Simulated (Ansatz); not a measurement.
# ZnSe (Stilleite, F-43m): thermal expansion from first principles, part 2 of 2

Wanted: α(T), C_P(T) and B(T) of ZnSe (Stilleite) in the quasi-harmonic approximation.

Ansatz 0.2.0; DFT LDA, scalar-relativistic, plane waves, PAW; PAW set soft_1.

So far. Step 2 (Probe on a coarse mesh): The start is under -3.4 GPa at this level and looks like an insulator or semiconductor on this mesh. Step 4 (Relaxing to small residual forces and stress): The residual pressure is -0.0013 GPa, small enough for phonons. The relaxed cell has a = 5.567 Å (conventional setting).

### Step 5. Phonons on strained cells

The study relaxes the crystal at several strains, solves the phonons on some of them and minimises the free energy at each temperature (static energy, vibrations, the electrons in a metal, and PV under a set pressure); the q-mesh sets how far the force constants reach.

The input, input.yaml:

```yaml
crystal:
  lattice:
    - [0.0, 2.7836754434, 2.7836754434]
    - [2.7836754434, 0.0, 2.7836754434]
    - [2.7836754434, 2.7836754434, 0.0]
  atoms:
    - { symbol: Zn, position: [0.0, 0.0, 0.0] }
    - { symbol: Se, position: [0.25, 0.25, 0.25] }
kpoints:
  mp_grid: { grid: [8, 8, 8] }
hamiltonian:
  xc: lda
  pseudopotentials: { kind: paw, azcp: { folder: soft_1 }, xc_functional: pbe }
scf:
  occupations: { method: fixed }
  lower_state_search: "off"
output:
  eigenvalues: true
phonons:
  method: dfpt
  qmesh: [4, 4, 4]
  temperatures: { t_max: 800.0, t_step: 50 }
  thermal_expansion: {}
```

The run is started by

```console
> ansatz run input.yaml --threads 8 --pin off --max-ram 16384MiB --backend cpu --events-out ev --progress --plain --runs-dir out
```

Numbers of over 12 decimals in the logs are rounded to 6 here.

Log:

```text
Warning: phonons: the dynamical matrix that this run interpolates holds no multipole term above the dipole-dipole one, and a site of this crystal is no centre of inversion, so its interpolated transverse optical and acoustic branches and sound speeds can stay off near Gamma, and the density of states and the thermodynamics with them. What a run solves at a wave vector of phonons.qpoints, Gamma apart, where the deck admits one, is free of this, and under fd what a larger phonons.supercell samples
[...]
Crystal: 2 atoms, lattice volume = 43.141 Å³
Basis set: ecut = 487.2 eV, 1067 PW (Γ), exchange–correlation on 60×60×60 points (8 copies of the dense FFT grid, shifted against one another)
Bands: 18, of which v1, the nominal top of the filled ones, is band 14 counted from 1 (13 counted from 0)
Symmetry: 24 space group operations
[...]
k-points: 29 of 512 (time reversal used)
[...]
SCF iter   1: F=—  HF=-8631.209491 eV  |F-HF|=—  |Δ(HF+E_count)|=         —  Δρ=6.01e-2  dr2=9.92e-1  ethr=3.10e-3  ⟨swp⟩=4.5  Hψ=2528  notcnv=0  defer=46
[...]
SCF iter  10: F=-8630.862552 eV  HF=-8630.862552 eV  |F-HF|=1.09e-11  |Δ(HF+E_count)|=  3.64e-10  Δρ=1.44e-7  dr2=3.83e-12  ethr=1.00e-12  ⟨swp⟩=6.8  Hψ=3543  notcnv=0
SCF 1 converged in 10 iterations: F = -8630.862552 eV  dr2 = 3.83e-12
[...]
relax step   1: F+E_penalty+E_count = -8630.86255200 eV  Δ(F+E_penalty+E_count) = +0.000e0 eV  max|allowed force component| = 1.197e-16 eV/Å  Δτ_max = 0.0000 Å  (10 SCF iters, accepted)
SCF converged after 10 iterations
Free energy (F): -8630.862552 eV
[...]
Internal energy: -8630.862552 eV  (E = F + TS)
E sigma→0 (E₀):  -8630.862552 eV
Fermi energy:    6.956978 eV
[...]
--- Stress (GPa, compression-positive) ---
       -0.002595       0.000000      -0.000000
       -0.000000      -0.002595       0.000000
       -0.000000       0.000000      -0.002595
  P = ⅓ Tr σ = -0.0026 GPa (-0.026 kbar)
--- Band table (eV; the first three rows and the last of 29) ---
  k-point 0: bands = [... 10 lower, 0.4995, 6.9570, 6.9570, 6.9570, 8.2038, 12.6534, 12.6534, 12.6534]
  k-point 1: bands = [... 10 lower, 0.4978, 5.5424, 6.7872, 6.7872, 9.2295, 12.6061, 12.9266, 12.9266]
  k-point 2: bands = [... 10 lower, 0.4992, 3.7021, 6.4286, 6.4286, 9.6488, 13.3234, 13.3234, 13.5113]
  k-point 28: bands = [... 10 lower, 0.8454, 1.9402, 3.9324, 3.9994, 12.3052, 12.6434, 13.8852, 14.5181]
── thermal expansion: 3 new cells, 3 in all ──
thermal expansion: relaxation of cell 2
thermal expansion: relaxation of cell 3
── thermal expansion: 2 new cells, 5 in all ──
thermal expansion: relaxation of cell 4
thermal expansion: phonons of cell 4
thermal expansion: relaxation of cell 5
thermal expansion: phonons of cell 5
── thermal expansion: 5 new cells, 10 in all ──
thermal expansion: relaxation of cell 6
thermal expansion: relaxation of cell 7
thermal expansion: relaxation of cell 8
thermal expansion: relaxation of cell 9
thermal expansion: relaxation of cell 10
thermal expansion: phonons of cell 6
thermal expansion: phonons of cell 7
--- Relaxed structure (1 steps of the walk, 1 accepted, 0 SCFs on fresh bases) ---
  F+E_penalty+E_count = -8630.86255200 eV   max|allowed force component| = 1.197e-16 eV/Å
  atoms:
    - { symbol: Zn, position: [0.0, 0.0, 0.0] }
    - { symbol: Se, position: [0.250000, 0.250000, 0.250000] }
--- Thermal expansion: 10 cells in 3 rounds, 0 GPa ---
  no lower state was looked for at cell 4: scf.lower_state_search: off
  without vibrations: a 3.93665, b 3.93665, c 3.93665 Å, V 43.1387 Å³, B 71.70 GPa
  at 0 K: a 3.94191, b 3.94191, c 3.94191 Å, V 43.3118 Å³, B 70.74 GPa
  zero-point expansion: a +0.134, b +0.134, c +0.134, V +0.401 %
      T/K        a/Å        b/Å        c/Å       V/Å³ | expansion of a, b, c, V (1e-6/K)   | that of V in the mean from 25 °C | C_P, C_V (J/mol K of the cell) | B_T, B_S (GPa)
     0.00    3.94191    3.94191    3.94191    43.3118 |    0.00    0.00    0.00    0.00 |   12.14 |     0.000     0.000 |    70.74    70.74
   100.00    3.94209    3.94209    3.94209    43.3175 |    3.01    3.01    3.01    9.02 |   17.61 |    32.369    32.354 |    70.26    70.30
   200.00    3.94404    3.94404    3.94404    43.3821 |    6.23    6.23    6.23   18.69 |   20.41 |    44.226    44.100 |    69.14    69.34
   298.15    3.94668    3.94668    3.94668    43.4692 |    7.25    7.25    7.25   21.74 |       - |    47.391    47.140 |    67.97    68.33
   350.00    3.94820    3.94820    3.94820    43.5193 |    7.55    7.55    7.55   22.66 |   22.23 |    48.190    47.873 |    67.34    67.78
   450.00    3.95127    3.95127    3.95127    43.6209 |    7.98    7.98    7.98   23.94 |   22.99 |    49.106    48.659 |    66.12    66.73
   550.00    3.95449    3.95449    3.95449    43.7277 |    8.31    8.31    8.31   24.93 |   23.62 |    49.648    49.064 |    64.90    65.67
   650.00    3.95784    3.95784    3.95784    43.8388 |    8.60    8.60    8.60   25.81 |   24.17 |    50.027    49.299 |    63.68    64.62
   750.00    3.96130    3.96130    3.96130    43.9539 |    8.88    8.88    8.88   26.64 |   24.68 |    50.327    49.447 |    62.46    63.57
   800.00    3.96307    3.96307    3.96307    44.0130 |    9.02    9.02    9.02   27.05 |   24.93 |    50.461    49.501 |    61.85    63.05
  the static fit leaves 0.002 meV an atom of the energies and, of the stresses, 0.000 GPa of each cell's largest along a strain (root mean squares over the cells), whose Pulay part it has at -0.021 GPa
  vibrations' free energy: its fit passes through its cells
  the electrons' free energy at temperature is not in it: every band gap is over 0.83 eV
  free energies summed between the sampled wave vectors
  estimated error of the fitted expansion in any direction: up to 0.060e-6/K, at 800 K, with few degrees of freedom (an estimate, not a bound: it was exceeded on models of known expansion)
  by sums over the sampled wave vectors an expansion of the volume parts by up to 0.88e-6/K
  by a static energy of one degree less an expansion of the volume parts by up to 0.02e-6/K
  band gaps on the cells' k-points are 1.084 to 1.372 eV
```

Run time: 5.4 min. Hardware: 8 threads of Arm Neoverse V2, shared host; peak memory 1.5 GiB; 39 min of CPU time.

Numbers from this step:

| Item | Value |
| --- | --- |
| pressure | -0.002595 GPa |
| gap on the k-mesh | 1.247 eV |
| volume expansion coefficient at 298 K | 21.74 1e-6/K |
| C_P at 298 K | 23.70 J/mol-atom/K |
| entropy at 298 K | 35.59 J/mol-atom/K |
| isothermal bulk modulus at 298 K | 67.97 GPa |
| Grüneisen parameter at 298 K | 0.8205 |
| volume at 298 K | 21.73 Å³/atom |
| principal linear expansion coefficients at 298 K | 7.246, 7.246, 7.246 1e-6/K |

Strained cells of the study; zero-point energy where phonons were solved; the pressures are stresses at a fixed cutoff and can carry an offset from the finite basis. Expansion cells, by row:

| cell | \|a\| (Å) | \|b\| (Å) | \|c\| (Å) | V (Å³/atom) | E - E_lowest (meV/atom) | pressure, compression positive (GPa) | gap (eV) | zero-point energy (meV/atom) |
| --- | --- | --- | --- | --- | --- | --- | --- | --- |
| 1 | 3.937 | 3.937 | 3.937 | 21.57 | 0 | -0.024 | 1.247 | - |
| 2 | 3.968 | 3.968 | 3.968 | 22.09 | 2.716 | -1.647 | 1.148 | - |
| 3 | 3.905 | 3.905 | 3.905 | 21.06 | 2.807 | 1.784 | 1.347 | - |
| 4 | 3.937 | 3.937 | 3.937 | 21.57 | 0.001 | -0.039 | 1.246 | 29.71 |
| 5 | 3.957 | 3.957 | 3.957 | 21.9 | 1.103 | -1.074 | 1.184 | 29.14 |
| 6 | 3.949 | 3.949 | 3.949 | 21.77 | 0.393 | -0.657 | 1.21 | 29.38 |
| 7 | 3.972 | 3.972 | 3.972 | 22.15 | 3.362 | -1.822 | 1.137 | 28.7 |
| 8 | 3.898 | 3.898 | 3.898 | 20.94 | 4.36 | 2.255 | 1.372 | - |
| 9 | 3.917 | 3.917 | 3.917 | 21.25 | 1.062 | 1.07 | 1.309 | - |
| 10 | 3.989 | 3.989 | 3.989 | 22.45 | 7.436 | -2.634 | 1.084 | - |

Quasi-harmonic; a, b, c are the run's own cell vectors. Expansion, by row:

| T (K) | a (Å) | b (Å) | c (Å) | alpha (deg) | beta (deg) | gamma (deg) | cell volume (Å³/cell) | alpha_a (1e-6/K) | alpha_b (1e-6/K) | alpha_c (1e-6/K) | alpha_V (1e-6/K) | C_P (J/mol-atom/K) | C_V (J/mol-atom/K) | S (J/mol-atom/K) | B_T (GPa) | B_S (GPa) | Grueneisen | extrapolation | fit error (1e-6/K) |
| --- | --- | --- | --- | --- | --- | --- | --- | --- | --- | --- | --- | --- | --- | --- | --- | --- | --- | --- | --- |
| 0 | 3.942 | 3.942 | 3.942 | 60 | 60 | 60 | 43.31 | 0 | 0 | 0 | 0 | 0 | 0 | 0 | 70.74 | 70.74 | - | 0 | 0 |
| 50 | 3.942 | 3.942 | 3.942 | 60 | 60 | 60 | 43.31 | -0.4 | -0.4 | -0.4 | -1.21 | 7.974 | 7.974 | 4.575 | 70.65 | 70.65 | -0.139 | 0 | 0 |
| 100 | 3.942 | 3.942 | 3.942 | 60 | 60 | 60 | 43.32 | 3.01 | 3.01 | 3.01 | 9.02 | 16.18 | 16.18 | 12.87 | 70.26 | 70.3 | 0.511 | 0 | 0 |
| 150 | 3.943 | 3.943 | 3.943 | 60 | 60 | 60 | 43.34 | 5.14 | 5.14 | 5.14 | 15.42 | 20.21 | 20.18 | 20.3 | 69.73 | 69.84 | 0.695 | 0 | 0.01 |
| 200 | 3.944 | 3.944 | 3.944 | 60 | 60 | 60 | 43.38 | 6.23 | 6.23 | 6.23 | 18.69 | 22.11 | 22.05 | 26.41 | 69.14 | 69.34 | 0.765 | 0 | 0.01 |
| 250 | 3.945 | 3.945 | 3.945 | 60 | 60 | 60 | 43.42 | 6.85 | 6.85 | 6.85 | 20.56 | 23.12 | 23.02 | 31.46 | 68.55 | 68.83 | 0.8 | 0 | 0.02 |
| 298.1 | 3.947 | 3.947 | 3.947 | 60 | 60 | 60 | 43.47 | 7.25 | 7.25 | 7.25 | 21.74 | 23.7 | 23.57 | 35.59 | 67.97 | 68.33 | 0.821 | 0 | 0.02 |
| 300 | 3.947 | 3.947 | 3.947 | 60 | 60 | 60 | 43.47 | 7.26 | 7.26 | 7.26 | 21.78 | 23.71 | 23.59 | 35.73 | 67.94 | 68.31 | 0.821 | 0 | 0.02 |
| 350 | 3.948 | 3.948 | 3.948 | 60 | 60 | 60 | 43.52 | 7.55 | 7.55 | 7.55 | 22.66 | 24.09 | 23.94 | 39.42 | 67.34 | 67.78 | 0.835 | 0 | 0.02 |
| 400 | 3.95 | 3.95 | 3.95 | 60 | 60 | 60 | 43.57 | 7.78 | 7.78 | 7.78 | 23.35 | 24.36 | 24.17 | 42.66 | 66.73 | 67.26 | 0.846 | 0 | 0.02 |
| 450 | 3.951 | 3.951 | 3.951 | 60 | 60 | 60 | 43.62 | 7.98 | 7.98 | 7.98 | 23.94 | 24.55 | 24.33 | 45.54 | 66.12 | 66.73 | 0.854 | 0 | 0.02 |
| 500 | 3.953 | 3.953 | 3.953 | 60 | 60 | 60 | 43.67 | 8.15 | 8.15 | 8.15 | 24.45 | 24.7 | 24.45 | 48.13 | 65.51 | 66.2 | 0.862 | 0 | 0.02 |
| 550 | 3.954 | 3.954 | 3.954 | 60 | 60 | 60 | 43.73 | 8.31 | 8.31 | 8.31 | 24.93 | 24.82 | 24.53 | 50.49 | 64.9 | 65.67 | 0.868 | 0 | 0.01 |
| 600 | 3.956 | 3.956 | 3.956 | 60 | 60 | 60 | 43.78 | 8.46 | 8.46 | 8.46 | 25.38 | 24.93 | 24.6 | 52.66 | 64.29 | 65.15 | 0.874 | 0 | 0.01 |
| 650 | 3.958 | 3.958 | 3.958 | 60 | 60 | 60 | 43.84 | 8.6 | 8.6 | 8.6 | 25.81 | 25.01 | 24.65 | 54.66 | 63.68 | 64.62 | 0.88 | 0 | 0.01 |
| 700 | 3.96 | 3.96 | 3.96 | 60 | 60 | 60 | 43.9 | 8.74 | 8.74 | 8.74 | 26.23 | 25.09 | 24.69 | 56.51 | 63.07 | 64.1 | 0.885 | 0 | 0.03 |
| 750 | 3.961 | 3.961 | 3.961 | 60 | 60 | 60 | 43.95 | 8.88 | 8.88 | 8.88 | 26.64 | 25.16 | 24.72 | 58.25 | 62.46 | 63.57 | 0.891 | 0 | 0.04 |
| 800 | 3.963 | 3.963 | 3.963 | 60 | 60 | 60 | 44.01 | 9.02 | 9.02 | 9.02 | 27.05 | 25.23 | 24.75 | 59.87 | 61.85 | 63.05 | 0.896 | 0 | 0.06 |

The expansion coefficient by temperature; values in 1e-6/K:

| temperature (K) | volume | principal 1 |
| --- | --- | --- |
| 0 | 0 | 0 |
| 50 | -1.21 | -0.4 |
| 100 | 9.02 | 3.01 |
| 150 | 15.4 | 5.14 |
| 200 | 18.7 | 6.23 |
| 250 | 20.6 | 6.85 |
| 298 | 21.7 | 7.25 |
| 300 | 21.8 | 7.26 |
| 350 | 22.7 | 7.55 |
| 400 | 23.4 | 7.78 |
| 450 | 23.9 | 7.98 |
| 500 | 24.4 | 8.15 |
| 550 | 24.9 | 8.31 |
| 600 | 25.4 | 8.46 |
| 650 | 25.8 | 8.6 |
| 700 | 26.2 | 8.74 |
| 750 | 26.6 | 8.88 |
| 800 | 27.1 | 9.02 |

At 298 K the volume expansion is 21.7 × 10⁻⁶/K and B_T is 68.0 GPa. The program raised the cutoff to 487.2 eV by itself: with no cutoff typed, the study takes about 1.16 times the default for its relaxations and scales it with the volume for the phonons.

### Step 6. What came out

```yaml
settings_of_these_figures: LDA, 487.2 eV, k 8×8×8, q 4×4×4
volume_expansion_coefficient_at_298_k: 21.74 1e-6/K
c_p_at_298_k: 23.70 J/mol-atom/K
entropy_at_298_k: 35.59 J/mol-atom/K
isothermal_bulk_modulus_at_298_k: 67.97 GPa
grueneisen_parameter_at_298_k: 0.8205
volume_at_298_k: 21.73 Å³/atom
principal_linear_expansion_coefficients_at_298_k: 7.246, 7.246, 7.246 1e-6/K
```

**Reading.** Near room temperature ZnSe (Stilleite) expands by 21.7 × 10⁻⁶/K in volume by LDA, with C_P = 23.7 J/(mol K) per mole of atoms and B_T = 68.0 GPa. At low temperature the volume shrinks on warming, because modes with negative Grüneisen parameters outweigh the rest; the coefficient turns positive near 60 K. C_P at room temperature is 95 % of the classical 3R an atom. The interpolation has no quadrupole term, so branches near the zone centre are less sure, since this crystal has sites that are not centres of inversion. The PAW files were made for PBE and are used here under another functional, for which the program regenerates the frozen cores.

[Logs are printed without paths, hosts, clocks, repeated set-up lines and the standing remarks that a program may print on its own settings, such as how far it seeks lower states.]

[Hosts, paths, dates, database ids (printed as entryN), source tags and the programs' standing remarks are cut or masked in the printed files.]

[A step with changed settings may run another functional than the one named; its input shows which.]
